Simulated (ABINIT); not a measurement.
# LiH (Fm-3m): G0W0 with ABINIT, start to end, part 3 of 3

Wanted: ground state, empty states, screening and self-energy for LiH (Fm-3m).

ABINIT 10.8.3; PBE and many-body steps on it, plane waves. Known limits of the many-body steps: not at the basis limit.

So far. Step 4 (Empty states on the mesh, 6×6×6 mesh, 54 bands): On this mesh the gap is 3.022 eV. Step 5 (Screening, 6×6×6 mesh, 46 bands, screening to 130.6 eV): Local fields lower ε∞ by 9 %.

The database entry behind the starting cell differs from later determinations by our own check (the deuteride, about 0.2 % short), so it need not match the best structure at ambient conditions.

## (6) Self-energy, 6×6×6 mesh, 46 bands, screening to 130.6 eV

The self-energy is evaluated for the states that the input lists, and the levels follow from it, in one-shot runs by the linearised quasiparticle equation.

This step: G0W0 on PBE, plane waves, norm-conserving pseudopotentials.

File run.abi:

```
acell 3*1.0 Angstrom
rprim 
  0.000000000000 2.036750000000 2.036750000000
  2.036750000000 -0.000000000000 2.036750000000
  2.036750000000 2.036750000000 -0.000000000000
ntypat 2
znucl 3 1
natom 2
typat 1 2
xred 
  0.000000000000 0.000000000000 0.000000000000
  0.500000000000 0.500000000000 0.500000000000
pp_dirpath "pseudos"
pseudos "Li.upf, H.upf"
ecut 33
ngkpt 6 6 6
nshiftk 1
shiftk 0 0 0
kptopt 1
chksymbreak 0
istwfk *1
occopt 1
irdwfk 1
optdriver 4
nband 46
gwcalctyp 0
ecutsigx 33
symsigma 1
nkptgw 2
kptgw 
  0.5000000000 0.5000000000 0.0000000000
  0.0000000000 0.0000000000 0.0000000000
bdgw 
  1 5
  1 6
ecuteps 4.8
irdscr 1
ppmodel 1
indata_prefix "in"
outdata_prefix "out"
tmpdata_prefix "tmp"
```

On the command line:

```sh
$ OMP_NUM_THREADS=1 mpirun -n 4 abinit run.abi > log
```

Numbers of over 12 decimals in the logs are rounded to 6 here.

Output:

```text
.Version 10.8.3 of ABINIT. v10.8.2 released Aug 2026.

 Symmetries : space group Fm -3 m (#225); Bravais cF (face-center cubic)
[... echo of the input left out ...]
== DATASET  1 ==================================================================
-   mpi_nproc: 4, omp_nthreads: 1 (-1 if OMP is not activated)

--- !DatasetInfo
iteration_state: {dtset: 1, }
dimensions: {natom: 2, nkpt: 16, mband: 46, nsppol: 1, nspinor: 1, nspden: 1, mpw: 1056, }
cutoff_energies: {ecut:  33.0, pawecutdg:  -1.0, }
electrons: {nelect:   4.00000000E+00, charge:   0.00000000E+00, occopt:   1.00000000E+00, tsmear:   1.00000000E-02, }

 SIGMA: Calculation of the GW corrections

 Based on a program developped by R.W. Godby, V. Olevano, G. Onida, and L. Reining.
 Incorporated in ABINIT by V. Olevano, G.-M. Rignanese, and M. Torrent.
.Using double precision arithmetic ; gwpc =  8

[... cell and pseudopotentials left out ...]
--------------------------------------------------------------------------------

 ==== K-mesh for the wavefunctions ====
 Number of points in the irreducible wedge :    16
[... list of points left out ...]
 Together with 48 symmetry operations and time-reversal symmetry
 yields   216 points in the full Brillouin Zone.

 ==== Q-mesh for screening function ====
 Number of points in the irreducible wedge :    16
[... list of points left out ...]
 Together with 48 symmetry operations and time-reversal symmetry
 yields   216 points in the full Brillouin Zone.

 vcoul_init : cutoff-mode = AUXILIARY_FUNCTION
 q-points for optical limit:   1
     1)      0.000010    0.000020    0.000030
 setmesh: FFT mesh size selected  =    30x   30x   30
          total number of points  =        27000

 Number of electrons calculated from density =    4.0000; Expected =    4.0000
 average of density, n =  0.035077
 r_s =    1.8951
 omega_plasma =   18.0662 [eV]

 === KS Band Gaps ===
  >>>> For spin  1
   Minimum direct gap =   3.0221 [eV], located at k-point      :   0.5000  0.5000  0.0000
   Fundamental gap    =   3.0221 [eV], Top of valence bands at :   0.5000  0.5000  0.0000
                                       Bottom of conduction at :   0.5000  0.5000  0.0000
 SIGMA fundamental parameters:
 PLASMON POLE MODEL  1
 number of plane-waves for SigmaX                 1037
 number of plane-waves for SigmaC and W             59
 number of plane-waves for wavefunctions          1037
 number of bands                                    46
 number of independent spin polarizations            1
 number of spinorial components                      1
 number of k-points in IBZ                          16
 number of q-points in IBZ                          16
 number of symmetry operations                      48
 number of k-points in BZ                          216
 number of q-points in BZ                          216
 number of frequencies for dSigma/dE                 9
 frequency step for dSigma/dE [eV]                0.25
 number of omega for Sigma on real axis              0
 max omega for Sigma on real axis  [eV]           0.00
 zcut for avoiding poles [eV]                     0.10

 EPSILON^-1 parameters (SCR file):
 dimension of the eps^-1 matrix on file             59
 dimension of the eps^-1 matrix used                59
 number of plane-waves for wavefunctions          1037
 number of bands                                    46
 number of q-points in IBZ                          16
 number of frequencies                               2
 number of real frequencies                          1
 number of imag frequencies                          1

 matrix elements of self-energy operator (all in [eV])

 Perturbative Calculation

--- !SelfEnergy_ee
iteration_state: {dtset: 1, }
kpoint     : [   0.500,    0.500,    0.000, ]
spin       : 1
KS_gap     :    3.022
QP_gap     :    4.848
Delta_QP_KS:    1.826
data: !SigmaeeData |
     Band     E0 <VxcDFT>   SigX SigC(E0)      Z dSigC/dE  Sig(E)    E-E0       E
        1 -44.599 -25.708 -39.768   5.171   0.786  -0.272 -32.697  -6.989 -51.588
        2  -0.348 -11.307 -14.604   1.635   0.771  -0.296 -12.589  -1.282  -1.630
        3   2.674  -7.646  -3.654  -3.320   0.810  -0.235  -7.102   0.545   3.219
        4  10.239  -8.235  -2.665  -4.483   0.778  -0.285  -7.389   0.846  11.085
        5  10.239  -8.235  -2.665  -4.483   0.778  -0.285  -7.389   0.846  11.085

--- !SelfEnergy_ee
iteration_state: {dtset: 1, }
kpoint     : [   0.000,    0.000,    0.000, ]
spin       : 1
KS_gap     :   20.729
QP_gap     :   22.942
Delta_QP_KS:    2.213
data: !SigmaeeData |
     Band     E0 <VxcDFT>   SigX SigC(E0)      Z dSigC/dE  Sig(E)    E-E0       E
        1 -44.649 -25.626 -39.706   5.175   0.779  -0.284 -32.559  -6.934 -51.583
        2  -5.602  -9.916 -15.613   3.467   0.713  -0.403 -11.505  -1.589  -7.191
        3  15.128 -11.719  -4.658  -6.119   0.662  -0.509 -11.095   0.624  15.752
        4  17.057  -8.963  -2.437  -5.381   0.699  -0.431  -8.163   0.800  17.856
        5  17.057  -8.963  -2.437  -5.381   0.699  -0.431  -8.163   0.800  17.856
        6  17.057  -8.963  -2.437  -5.381   0.699  -0.431  -8.163   0.800  17.856

== END DATASET(S) ==============================================================
================================================================================

 -outvars: echo values of variables after computation  --------
           etotal      0.0000000000E+00
            nband          46
             nkpt          16
          spgroup         225
 [... the other variables as echoed above ...]

 Calculation completed.
```

The job ended after 2 s (4 MPI ranks of Arm Neoverse V2, shared host; peak memory 0.12 GiB; 7.6 s of CPU time).

This step gave:

* G0W0 gap on the points computed: 4.849 eV
* starting gap on the mesh: 3.022 eV
* k of the valence top: 0.5, 0.5, 0
* k of the conduction bottom: 0.5, 0.5, 0
* Z at the valence top: 0.771
* Z at the conduction bottom: 0.81
* least direct G0W0 gap on the computed points: 4.849 eV

The gap on the mesh goes from 3.02 eV to 4.85 eV, a correction of +1.83 eV.

Limits: finite bands, cutoff and mesh. v1 is the top filled band, c1 the lowest empty one. The levels before and after the correction (eV, zero at the valence-band top of each column):

|  | conduction bottom | valence top |
| --- | --- | --- |
| Kohn-Sham | 3.02 | 0.00 |
| G0W0 | 4.85 | 0.00 |

|  | level | energy (eV) |
| --- | --- | --- |
| Kohn-Sham | (0.5 0.5 0) v2 | -44.251 |
| Kohn-Sham | (0.5 0.5 0) v1 | 0.000 |
| Kohn-Sham | (0.5 0.5 0) c1 | 3.022 |
| Kohn-Sham | (0.5 0.5 0) c2-c3 | 10.588 |
| G0W0 | (0.5 0.5 0) v2 | -49.958 |
| G0W0 | (0.5 0.5 0) v1 | 0.000 |
| G0W0 | (0.5 0.5 0) c1 | 4.849 |
| G0W0 | (0.5 0.5 0) c2-c3 | 12.715 |

## (7) Where the time went

Times are wall times on 4 MPI ranks of Arm Neoverse V2, shared host, good to a factor of about two.

| step | time | share | memory (GiB) |
| --- | --- | --- | --- |
| ground state | 2.3 s | 15 % | 0.07 |
| bands along the symmetry lines | 2.1 s | 14 % | 0.07 |
| empty states on the mesh | 5.7 s | 37 % | 0.5 |
| screening | 3.4 s | 22 % | 0.4 |
| self-energy | 2 s | 13 % | 0.12 |

## (8) Outcome

```
PBE gap              : 3.02 eV, direct
G0W0 gap on the mesh : 4.85 eV
GW settings          : 6×6×6 mesh, 46 bands, screening to 130.6 eV, Godby-Needs plasmon pole
known limits         : not at the basis limit
```

G0W0 moves the gap on the mesh from 3.02 eV to 4.85 eV (+1.83 eV), with Z of 0.77 and 0.81 at the edges. Local fields lower the RPA ε∞ on this mesh from 4.59 to 4.18. Only 2 of the mesh's irreducible points were corrected, so a valley elsewhere could overtake. The dearest step here is «empty states on the mesh». Bands and cutoff are finite, so the gap is not at the basis limit. The miss can reach some tenths of an eV and take either sign; the mesh is an error of its own. In the G0W0 run levels were corrected at 2 k points alone, so a gap called «on the mesh» is the least over those, and an edge elsewhere would be missed.

[Paths, hosts, dates, memory and timing lines, banners, echoed tables and standing remarks are left out of the program output.]

[Logs are printed without paths, hosts, clocks, repeated set-up lines and the standing remarks that a program may print on its own settings, such as how far it seeks lower states.]

[Runs of the session that timed out or met a known fault of the program may be left out.]

[Hosts, paths, dates, database ids (printed as entryN), source tags and the programs' standing remarks are cut or masked in the printed files.]

[G0W0 gaps are taken among the corrected bands and points alone; a level outside them can change the order at an edge.]

[Where Ansatz stands beside ABINIT at settings called matched, ABINIT's density can come from a denser mesh and the files from another edition; pairs whose starting gaps differed by over 0.03 eV were left out, so agreement reads better than it is.]
